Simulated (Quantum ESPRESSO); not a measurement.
**Collinear magnetic orders of CoGe with Quantum ESPRESSO**

Does CoGe prefer parallel or opposed moments?

Program: Quantum ESPRESSO 7.5. Level of theory: PBEsol; plane waves with GBRV 1.5 PBEsol potentials, no spin-orbit coupling. Results are calculated unless marked as measured.

Most raw output is cut from this account.

### 1. The structure

It takes space group P2_13 (No. 198, cubic). The conventional cell has a = 4.579 Å, b = 4.579 Å, c = 4.579 Å, α = 90.00°, β = 90.00°, γ = 90.00°. Co has 7 Ge at 2.36 to 2.57 Å nearest. Nearest to Ge lie 7 Co at 2.36 to 2.57 Å. Farther neighbours are not listed.

The cell comes from Materials Project 2023-11-01, a database of computed structures, and need not be the stable phase.

### 2. Start 1: ferro ++++

The signs are those of the starting moments on the seeded atoms, the atoms that are given a moment.

File pw.in:

```
&CONTROL
  calculation = 'scf'
  prefix = 'pwscf'
  outdir = './tmp'
  pseudo_dir = './pseudo'
  disk_io = 'nowf'
/
&SYSTEM
  ibrav = 0
  nat = 8
  ntyp = 2
  ecutwfc = 40
  ecutrho = 280
  nbnd = 81
  occupations = 'smearing'
  smearing = 'fd'
  degauss = 0.00734986
  nspin = 2
  starting_magnetization(1) = 0.1176
  starting_magnetization(2) = 0
/
&ELECTRONS
  conv_thr = 1.6d-08
  electron_maxstep = 150
  mixing_beta = 0.3
/
ATOMIC_SPECIES
Co     58.9332 co_pbesol_v1.2.uspp.F.UPF
Ge     72.6300 ge_pbesol_v1.4.uspp.F.UPF
CELL_PARAMETERS angstrom
   4.5794746600    0.0000000000    0.0000000000
   0.0000000000    4.5794746600    0.0000000000
   0.0000000000    0.0000000000    4.5794746600
ATOMIC_POSITIONS crystal
Co      0.1368306200    0.1368306200    0.1368306200
Co      0.3631693800    0.8631693800    0.6368306200
Co      0.6368306200    0.3631693800    0.8631693800
Co      0.8631693800    0.6368306200    0.3631693800
Ge      0.8398082100    0.8398082100    0.8398082100
Ge      0.6601917900    0.1601917900    0.3398082100
Ge      0.3398082100    0.6601917900    0.1601917900
Ge      0.1601917900    0.3398082100    0.6601917900
K_POINTS automatic
6 6 6 0 0 0
```

Run with:

```sh
> OMP_NUM_THREADS=1 mpirun -n 4 pw.x -nk 4 -in pw.in > pw.out
```

Wall time 69 s (4 MPI ranks of Arm Neoverse V2, shared host); peak memory 0.64 GiB; 4.6 min of CPU time.

The spin moment in the atom's sphere vanishes on all atoms.

Numbers from this step:

```yaml
smearing_term_ts: 0.1086 eV
magnetization: 0 μB
absolute_magnetization: 0 μB
final_state: non-magnetic
```

### 3. Start 2: antiferro ++−−

File pw.in:

```
&CONTROL
  calculation = 'scf'
  prefix = 'pwscf'
  outdir = './tmp'
  pseudo_dir = './pseudo'
  disk_io = 'nowf'
/
&SYSTEM
  ibrav = 0
  nat = 8
  ntyp = 3
  ecutwfc = 40
  ecutrho = 280
  nbnd = 77
  occupations = 'smearing'
  smearing = 'fd'
  degauss = 0.00734986
  nspin = 2
  starting_magnetization(1) = 0.1176
  starting_magnetization(2) = -0.1176
  starting_magnetization(3) = 0
/
&ELECTRONS
  conv_thr = 1.6d-08
  electron_maxstep = 150
  mixing_beta = 0.3
/
ATOMIC_SPECIES
Co1    58.9332 co_pbesol_v1.2.uspp.F.UPF
Co2    58.9332 co_pbesol_v1.2.uspp.F.UPF
Ge     72.6300 ge_pbesol_v1.4.uspp.F.UPF
CELL_PARAMETERS angstrom
   4.5794746600    0.0000000000    0.0000000000
   0.0000000000    4.5794746600    0.0000000000
   0.0000000000    0.0000000000    4.5794746600
ATOMIC_POSITIONS crystal
Co1     0.1368306200    0.1368306200    0.1368306200
Co1     0.3631693800    0.8631693800    0.6368306200
Co2     0.6368306200    0.3631693800    0.8631693800
Co2     0.8631693800    0.6368306200    0.3631693800
Ge      0.8398082100    0.8398082100    0.8398082100
Ge      0.6601917900    0.1601917900    0.3398082100
Ge      0.3398082100    0.6601917900    0.1601917900
Ge      0.1601917900    0.3398082100    0.6601917900
K_POINTS automatic
6 6 6 0 0 0
```

Elapsed: 3.6 min, on 4 MPI ranks; peak memory 1 GiB; 14 min of CPU time.

Spin moment in the atom's sphere by atom:

| atom | spin moment in the atom's sphere (μB) |
| --- | --- |
| Co1 | 0.0001 |
| Co2 | 0.0001 |
| Co3 | -0.0001 |
| Co4 | -0.0001 |
| Ge5 | 0.0000 |
| Ge6 | 0.0000 |
| Ge7 | 0.0000 |
| Ge8 | 0.0000 |

Numbers from this step:

```
smearing term TS       : 0.1086 eV
magnetization          : 0 μB
absolute magnetization : 0 μB
final state            : non-magnetic
```

### 4. Run 3 (ferri +++−)

Changes to pw.in since step 3:

```diff
@@ -13,3 +13,3 @@
   ecutrho = 280
-  nbnd = 77
+  nbnd = 79
   occupations = 'smearing'
@@ -38,3 +38,3 @@
 Co1     0.3631693800    0.8631693800    0.6368306200
-Co2     0.6368306200    0.3631693800    0.8631693800
+Co1     0.6368306200    0.3631693800    0.8631693800
 Co2     0.8631693800    0.6368306200    0.3631693800
```

It took 2.2 min on 4 MPI ranks; peak memory 0.81 GiB.

The spin moment in the atom's sphere vanishes on all atoms.

Read from the output:

- smearing term TS: 0.1086 eV
- magnetization: 0 μB
- absolute magnetization: 0 μB
- final state: non-magnetic

### 5. Energies of the orders

An order is kept where moments of 0.15 μB or more survive with the typed signs; meshes match where a doubled cell samples the same k points as the first cell.

Orders:

| start | final state | typed order kept | energy over the lowest (meV a seeded atom) | largest site moment (μB) | net moment (μB a cell of the first run) | mesh matched | CPU time (s) |
| --- | --- | --- | --- | --- | --- | --- | --- |
| ferro ++++ | non-magnetic | no | 0 | 0 | 0 | yes | 274.4 |
| antiferro ++-- | non-magnetic | no | 0 | 0 | 0 | yes | 854.4 |
| ferri +++- | non-magnetic | no | 0 | 0 | 0 | yes | 522.9 |

### 6. What came out

- lowest state found: non-magnetic (from ferro ++++, antiferro ++-- and ferri +++-)
- largest site moment: 0 μB

**Reading.** The lowest state carries no moment, and no start kept one. Only these 3 starts were compared; other wavevectors, canted and longer-period orders were not. Energies are free energies at an electronic temperature of 1160 K, which lowers moments and differences where the moments are itinerant.

[Logs and program files are shortened in this print: banners, set-up blocks, solver, clock and traceback lines can be left out without a mark of their own.]

[Logs are printed without paths, hosts, clocks, repeated set-up lines and the standing remarks that a program may print on its own settings, such as how far it seeks lower states.]

[Hosts, paths, dates, database ids (printed as entryN), source tags and the programs' standing remarks are cut or masked in the printed files.]

[Where a cell is said to come from a database of computed structures, the database is the Materials Project.]
